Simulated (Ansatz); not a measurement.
# twin(11-21) boundary in hcp Ru: structure and resistance, part 2 of 2

How much does the twin(11-21) boundary in hcp Ru reflect electrons?

Ansatz 0.2.0; Ansatz plane-wave DFT, PBE, PAW files; relaxation of a bicrystal slab with its lowest layers held; PAW set soft_1 (the session's first sound run).

So far. Step 2 (Relaxing the bicrystal): The largest force component on a free atom ends at 0.029 eV/Å, under the tolerance of 0.03, after 7 steps.

### Step 3. Transmission across the boundary

Bulk layers of each grain are laid under and over the relaxed boundary, and a lead is named in the middle of each, away from the free faces. The mesh across the current, 16×16, is finer than the density's, because channels open and close sharply across the zone. Energies from -0.1 to 0.1 eV in steps of 0.05 eV are too few for the program's thermal sum, so it prints no conductance; for a metal the transmission near the Fermi level serves, at a fraction of the cost.

This step: Ansatz plane-wave DFT, PBE, PAW files; ballistic transport by layer matching (Landauer), zero bias; boundary relaxed in a short slab, bulk layers laid on; PAW set soft_1 (Ansatz 0.2.0).

System of this step: twin(11-21) boundary in hcp Ru. The cell holds 68 atoms: 68 Ru. Cell: a = 4.687 Å, b = 5.065 Å, c = 51.622 Å, α = 90.0°, β = 90.0°, γ = 62.4°. It derives from Ru. Regions: lower grain, 28 atoms (28 Ru); boundary, 18 atoms (18 Ru); upper grain, 22 atoms (22 Ru). Vacuum lies along c.

The input, input.yaml:

```yaml
crystal:
  lattice:
    - [4.6865830751, 0.0, 0.0]
    - [2.3432915376, 4.4905462942, 0.0]
    - [0.0, 0.0, 51.6220293591]
  atoms:
    - { symbol: Ru, position: [-9.4002458439, 1.8838250208, 0.077486299] }
    - { symbol: Ru, position: [-8.9608871632, 2.3384409924, 0.0899813482] }
    - { symbol: Ru, position: [-8.8548618156, 1.7930569641, 0.1024763973] }
    - { symbol: Ru, position: [-8.4155031348, 2.2476729357, 0.1149714465] }
    - { symbol: Ru, position: [-8.3094777872, 1.7022889074, 0.1274664957] }
    - { symbol: Ru, position: [-7.8701191064, 2.156904879, 0.1399615449] }
    - { symbol: Ru, position: [-7.7640937588, 1.6115208507, 0.1524565941] }
    - { symbol: Ru, position: [-7.3247350781, 2.0661368223, 0.1649516433] }
    - { symbol: Ru, position: [-7.2187097305, 1.5207527939, 0.1774466925] }
    - { symbol: Ru, position: [-6.7793510497, 1.9753687656, 0.1899417417] }
    - { symbol: Ru, position: [-6.6733257021, 1.4299847372, 0.2024367909] }
    - { symbol: Ru, position: [-6.2339670213, 1.8846007089, 0.21493184] }
    - { symbol: Ru, position: [-6.1279416737, 1.3392166805, 0.2274268892] }
    - { symbol: Ru, position: [-5.6885829929, 1.7938326522, 0.2399219384] }
    - { symbol: Ru, position: [-5.5825576454, 1.2484486238, 0.2524169876] }
    - { symbol: Ru, position: [-5.1431989646, 1.7030645955, 0.2649120368] }
    - { symbol: Ru, position: [-5.037173617, 1.1576805671, 0.277407086] }
    - { symbol: Ru, position: [-4.5978149362, 1.6122965387, 0.2899021352] }
    - { symbol: Ru, position: [-4.4917895886, 1.0669125104, 0.3023971844] }
    - { symbol: Ru, position: [-4.0524309078, 1.521528482, 0.3148922336] }
    - { symbol: Ru, position: [-3.9464055603, 0.9761444537, 0.3273872828] }
    - { symbol: Ru, position: [-3.5070468795, 1.4307604253, 0.3398823319] }
    - { symbol: Ru, position: [-3.4010215319, 0.885376397, 0.3523773811] }
    - { symbol: Ru, position: [-2.9616628511, 1.3399923686, 0.3648724303] }
    - { symbol: Ru, position: [-2.8556375035, 0.7946083403, 0.3773674795] }
    - { symbol: Ru, position: [-2.4162788227, 1.2492243119, 0.3898625287] }
    - { symbol: Ru, position: [-2.3102534752, 0.7038402835, 0.4023575779] }
    - { symbol: Ru, position: [-1.8708947944, 1.1584562552, 0.4148526271] }
    - { symbol: Ru, position: [0.2351305532, 0.6130722268, 0.4273476763] }
    - { symbol: Ru, position: [0.674489234, 0.0676881985, 0.4398427255] }
    - { symbol: Ru, position: [0.7819576845, 0.5208419096, 0.452984378] }
    - { symbol: Ru, position: [0.2172669892, 0.9801053907, 0.4646320625] }
    - { symbol: Ru, position: [0.3280594437, 0.4293363767, 0.4780958129] }
    - { symbol: Ru, position: [0.7639320706, 0.8914617984, 0.4901889204] }
    - { symbol: Ru, position: [0.8734698384, 0.3386237082, 0.503284191] }
    - { symbol: Ru, position: [0.3114711237, 0.7957328096, 0.5141570908] }
    - { symbol: Ru, position: [0.4188068373, 0.2579147296, 0.5301479333] }
    - { symbol: Ru, position: [0.8627381668, 0.7040007408, 0.5384305736] }
    - { symbol: Ru, position: [0.363556366, 0.7034570473, 0.5618726503] }
    - { symbol: Ru, position: [0.9191346377, 0.2563114683, 0.5701447398] }
    - { symbol: Ru, position: [0.8123868954, 0.7931414418, 0.5861392584] }
    - { symbol: Ru, position: [0.3743306145, 0.3363186353, 0.5968115938] }
    - { symbol: Ru, position: [0.2643462581, 0.8898503081, 0.610099774] }
    - { symbol: Ru, position: [0.8283509882, 0.42760964, 0.6222878099] }
    - { symbol: Ru, position: [0.7190502867, -0.0223732798, 0.6355696834] }
    - { symbol: Ru, position: [0.281966656, 0.5194000414, 0.6471805051] }
    - { symbol: Ru, position: [-1.8251962166, 1.0665894233, 0.6601176681] }
    - { symbol: Ru, position: [-2.2645548974, 0.6119734517, 0.6726127172] }
    - { symbol: Ru, position: [-2.370580245, 1.15735748, 0.6851077664] }
    - { symbol: Ru, position: [-2.8099389258, 0.7027415084, 0.6976028156] }
    - { symbol: Ru, position: [-2.9159642733, 1.2481255367, 0.7100978648] }
    - { symbol: Ru, position: [-3.3553229541, 0.7935095651, 0.722592914] }
    - { symbol: Ru, position: [-3.4613483017, 1.3388935934, 0.7350879632] }
    - { symbol: Ru, position: [-3.9007069825, 0.8842776218, 0.7475830124] }
    - { symbol: Ru, position: [-4.0067323301, 1.4296616502, 0.7600780616] }
    - { symbol: Ru, position: [-4.4460910109, 0.9750456785, 0.7725731108] }
    - { symbol: Ru, position: [-4.5521163585, 1.5204297069, 0.78506816] }
    - { symbol: Ru, position: [-4.9914750392, 1.0658137352, 0.7975632091] }
    - { symbol: Ru, position: [-5.0975003868, 1.6111977636, 0.8100582583] }
    - { symbol: Ru, position: [-5.5368590676, 1.1565817919, 0.8225533075] }
    - { symbol: Ru, position: [-5.6428844152, 1.7019658203, 0.8350483567] }
    - { symbol: Ru, position: [-6.082243096, 1.2473498486, 0.8475434059] }
    - { symbol: Ru, position: [-6.1882684436, 1.792733877, 0.8600384551] }
    - { symbol: Ru, position: [-6.6276271243, 1.3381179054, 0.8725335043] }
    - { symbol: Ru, position: [-6.7336524719, 1.8835019337, 0.8850285535] }
    - { symbol: Ru, position: [-7.1730111527, 1.4288859621, 0.8975236027] }
    - { symbol: Ru, position: [-7.2790365003, 1.9742699904, 0.9100186518] }
    - { symbol: Ru, position: [-7.7183951811, 1.5196540188, 0.922513701] }
kpoints:
  mp_grid: { grid: [6, 6, 1] }
hamiltonian:
  xc: pbe
  pseudopotentials: { kind: paw, azcp: { folder: soft_1 } }
scf:
  occupations: { method: fermi_dirac, width: 0.1 }
output:
  transmission:
    leads: [[16, 18], [54, 56]]
    kmesh: [16, 16]
    e_range: [-0.1, 0.1]
    de: 0.05
  write_potential: true
  write_density: true
  volumetric_format: npy
  elf: true
```

On the command line:

```sh
$ ansatz run input.yaml --threads 4 --pin off --max-ram 15360MiB --backend cpu --events-out ev --progress --plain --runs-dir out
```

Numbers of over 12 decimals in the logs are rounded to 6 here.

The log of the run:

```text
[...]
Crystal: 68 atoms, lattice volume = 1086.402 Å³
Basis set: ecut = 420 eV, 21221 PW (Γ)
Bands: 653, of which v1, the nominal top of the filled ones, is band 544 counted from 1 (543 counted from 0)
Symmetry: 1 space group operations
[...]
k-points: 20 of 36 (time reversal used)
[...]
SCF iter   1: F=—  HF=-399787.164117 eV  |F-HF|=—  |Δ(HF+E_count)|=         —  Δρ=1.12e-1  dr2=5.86e2  ethr=3.10e-3  ⟨swp⟩=7.0  Hψ=47748  notcnv=0  defer=13
[...]
SCF iter  12: F=-399743.293684 eV  HF=-399743.293684 eV  |F-HF|=5.59e-8  |Δ(HF+E_count)|=   2.40e-8  Δρ=2.00e-6  dr2=9.47e-8  ethr=9.19e-12  ⟨swp⟩=11.8  Hψ=40313  notcnv=0
SCF 1 converged in 12 iterations: F = -399743.293684 eV  dr2 = 9.47e-8
[...]
transmission: 1014 of 10140 steps passed
transmission: 2028 of 10140 steps passed
[...]
transmission: 10140 of 10140 steps passed
WARN: The output density's exchange-correlation potential varies sharply where the density is thin. Do not read a vacuum level from v_tot or v_xc, or from such a field of the output density. On a cell that repeats whose density bears no net charge and no dipole along the vacuum's axis use v_es (v_loc + v_h of the components); under efield.dipole_correction with no amplitude use v_es + v_field, which holds any externa [...]
SCF converged after 12 iterations
Free energy (F): -399743.293684 eV
[...]
Internal energy: -399741.212307 eV  (E = F + TS)
E sigma→0 (E₀):  -399742.252996 eV
Entropy (-TS):   -2.081378 eV (-30.608 meV/atom)
Fermi energy:    19.189899 eV
[...]
--- Band table (eV; the first three rows and the last of 20) ---
  k-point 0: bands = [... 540 lower, 18.8532, 18.8865, 18.9059, 18.9198, 18.9689, 18.9788, 19.0234, 19.0301, ... 105 higher]
  k-point 1: bands = [... 540 lower, 18.8184, 18.8642, 18.9069, 18.9218, 19.0138, 19.0394, 19.0868, 19.1110, ... 105 higher]
  k-point 2: bands = [... 540 lower, 19.0613, 19.0780, 19.0964, 19.1472, 19.1824, 19.2141, 19.2611, 19.2813, ... 105 higher]
  k-point 19: bands = [... 540 lower, 19.1644, 19.1794, 19.2068, 19.2466, 19.2682, 19.2851, 19.3112, 19.3485, ... 105 higher]
--- Transmission ---
  basis      : 181 plane waves across, 78 finite elements along
  points     : 130, standing for a mesh of 16 x 16
  energies   : 5 from -0.100000 to 0.100000 eV about the Fermi level, 0.050000 eV apart; the leads are filled to 0.000000 eV, and channels, transmission and decay are at 0.000000 eV
  crystal 0  : Ru4, at the sites [16, 18], period 2.5801 Å, over 19.35 Å; its Hamiltonian steps by up to 41.0 meV: too much for a lead, lay more layers or, if its atoms are ordered, name the step of that order
    offset         : up to 0.0000 Å between an atom of the period and one for which it stands
    channels       : 4.164062e0 a spin
    conductance    : none, the energies end too early or step too widely for 300 K: set another output.transmission.e_range or a lower de, or, where they end at an eighth of basis.ecutwfc, a higher one
[...]
channels       : 4.164062e0 a spin
[...]
junction   : crystal 0 to crystal 1, 13.35 to 38.27 Å
    transmission   : 2.182124e0 a spin
[...]
```

It took 54 min on 4 threads of Arm Neoverse V1, shared host; peak memory 13 GiB.

Numbers from this step:

* free energy: -399743.2937 eV
* energy at zero smearing: -399742.2530 eV
* Fermi energy: 19.19 eV
* cell area: 21.05 Å²
* transmission per spin nearest the Fermi level: 2.182
* open channels per spin nearest the Fermi level: 4.164
* open channels per spin, upper lead: 4.164
* step of the lead's potential: 41 meV
* step of the upper lead's potential: 41.2 meV

Per spin. Transmission, zone mean against energy, zero at the Fermi level:

```
energy (eV)  transmission, zone mean
    -0.1000                     2.26
    -0.0500                     2.23
     0.0000                     2.18
     0.0500                     2.22
     0.1000                     2.20
```

Per spin. Table of open channels, zone mean by energy, zero at the Fermi level:

```
energy (eV)  lead  upper lead
    -0.1000  4.23        4.23
    -0.0500  4.22        4.22
     0.0000  4.16        4.16
     0.0500  4.34        4.34
     0.1000  4.34        4.35
```

Transmission over k1 and k2. At 0.0000 eV from the Fermi level.

Ten even steps from '_' (0.63) to '@' (4.18):
```
++--....____....__::::----**++**
++==::____....::::--==----======
##++--........::++++++++++--==++
##==::::....::++++++++++++--==##
**++..::__..++**%%%%==++==--****
**++::--..==++%%####==++==::++++
****==--==++==%%@@@@**++==--**++
####++==--++==@@@@@@==++--==++##
**++**--==++**@@@@%%==++==--==**
**++++::==++==####%%++==..--::++
******--==++==%%%%**++..__::..++
####==--++++++++++++::....::::==
##++==--++++++++++::........--++
++======----==--::::....____::==
++**++**----::::__....____....--
++**--**::::....__....::::**--**
```
Columns: k1 (b1) from -0.5 to 0.438; rows upwards: k2 (b2) from -0.5 to 0.438.

Open channels over k1 and k2. At 0.0000 eV from the Fermi level.

Ten even steps from '0' (1.00) to '9' (7.00):
```
6635113113333668
8833311333333655
8853133355555566
8835333555555568
8836335566355588
8656355656565566
6966553688865565
9855555898555558
6565568886355669
8665565656553656
8885553665533638
8865555555333538
8665555553331358
8556333333113338
6866333311311536
9956331101133659
```
Columns: k1 (b1) from -0.5 to 0.438; rows upwards: k2 (b2) from -0.5 to 0.438.

ELF in the cb plane at fractional x = 0.264, with atoms of Ru within 0.2 Å of it. It is the smooth field of the valence electrons, not physical close to the nuclei.

Ten even steps from '0' (0.00) to '9' (0.60), each cell a mean:
```
44445544554444433454443444899953332100000000
44444446775455443445775445998963432110000000
78754446875444454448998444799855432110000000
99974445654544544448998444465455554211000000
99974554444456654435886444444446998521100000
78754434555456654444444444444448989831100000
34444333444445444555444457874458999731100000
44454434443444344444344369995445898421000000
44444444444444444455434469985344454211000000
44565444444444443466545446654344433210000000
44676434444544444455444444444443333210000000
43565334444444444444444344444333322110000000
43344443344444444445544443588633321100000000
```
Columns run along c (16.0 Å, from fractional 0.69 to 1.00 of the cell), rows up along b (5.1 Å). Atoms in or near the plane, at fractional coordinates: Ru at (0.89, 0.88), Ru at (0.92, 0.52).

Electrostatic potential energy in the cb plane at fractional x = 0.264, with atoms of Ru within 0.2 Å of it. With pseudopotentials it is smooth inside the atoms' cores, unlike the true potential.

Ten even steps from '0' (-59 eV) to '9' (24 eV), each cell a mean:
```
99999998778999888999889997200279999999999999
88899986457999989987446897100169999999999999
53479985347999999984003798411379999999999999
10048997678987789983003799866898778999999999
10048999889975579986336899999996213799999999
53379999999975579998888998789983000589999999
88899999999987789999999974358984000589999999
99999999999999999998999851027997324799999999
99888999998999999877899862137999888999999999
98767899998999999866789986578999999999999999
98546899999999999876799999899999999999999999
98767899999999999988999999988999999999999999
99888999999999988999999998643689999999999999
```
Columns run along c (16.0 Å, from fractional 0.69 to 1.00 of the cell; values clipped at the 3rd and 97th percentile), rows up along b (5.1 Å). Atoms in or near the plane, at fractional coordinates: Ru at (0.89, 0.88), Ru at (0.92, 0.52).

Valence density in the cb plane at fractional x = 0.264, with atoms of Ru within 0.2 Å of it. It is the smooth field of the valence electrons, not physical close to the nuclei.

Ten steps, logarithmic in the rise over the least value, from '0' (0 e/Å³) to '9' (11 e/Å³), each cell a mean:
```
22333334443333333333333224799852100000000000
34433335664323333335665335899852110000000000
67753336765333333347887434688743221100000000
89874334554334433347897433455433444210000000
89974333333346643335776333333335787420000000
67753333333346643233443334443347999621000000
34433333333334433333222346764347998621000000
23333333333333322333322368875335776410000000
23333333333332222344432358874323443210000000
23555322233332222455432345653222221100000000
34666422223332223355432223333221110000000000
23555322223333333333332222343321100000000000
22333322333333333333322223577532100000000000
```
Columns run along c (16.0 Å, from fractional 0.69 to 1.00 of the cell), rows up along b (5.1 Å). Atoms in or near the plane, at fractional coordinates: Ru at (0.89, 0.88), Ru at (0.92, 0.52).

Over the solved energies the transmission per spin lies between 2.18 and 2.26, out of 4.26 channels of the lead on average (up to 4.34). The log calls the step of a lead's potential too much.

### Step 4. Specific resistance

This step: Ansatz plane-wave DFT, PBE, PAW files; ballistic transport by layer matching (Landauer), zero bias; specific resistance of the boundary; PAW set soft_1 (Ansatz 0.2.0).

This step gave:

- area resistance: 0.5873 fΩ m²
- T over the leads' mean channel count: 0.5205

Averaged over the energies near the Fermi level, 52.0 % of the channels pass, which makes 0.587 fΩ m².

By hand, with T and the leads' channels N averaged over the energies near the Fermi level: RA = A (h/2e²)(1/T − ½[1/N₁ + 1/N₂]) = 21.05×10⁻²⁰ m² × 12 906 Ω × (1/2.218 − ½[1/4.259 + 1/4.263]) = 0.587 fΩ m².

### Step 5. Results

| Item | Value |
| --- | --- |
| specific resistance of the boundary | 0.587 fΩ m² |
| share of channels that pass | 0.520 |

In words: The boundary has a specific resistance of 0.59 fΩ m². The boundary reflects 48 % of the channels; 0.59 fΩ m² is 5.9×10⁻¹² Ω·cm². In the relaxation the upper grain slid sideways by about 0.4 Å, so the result belongs to the position that it found, not to the starting one. One starting structure was relaxed; another shift or atom count at the boundary may lie lower. A lead's potential steps by up to 41 meV from period to period, which the log calls too much, so longer leads could move the result.

[Logs are printed without paths, hosts, clocks, repeated set-up lines and the standing remarks that a program may print on its own settings, such as how far it seeks lower states.]

[Hosts, paths, dates, database ids (printed as entryN), source tags and the programs' standing remarks are cut or masked in the printed files.]
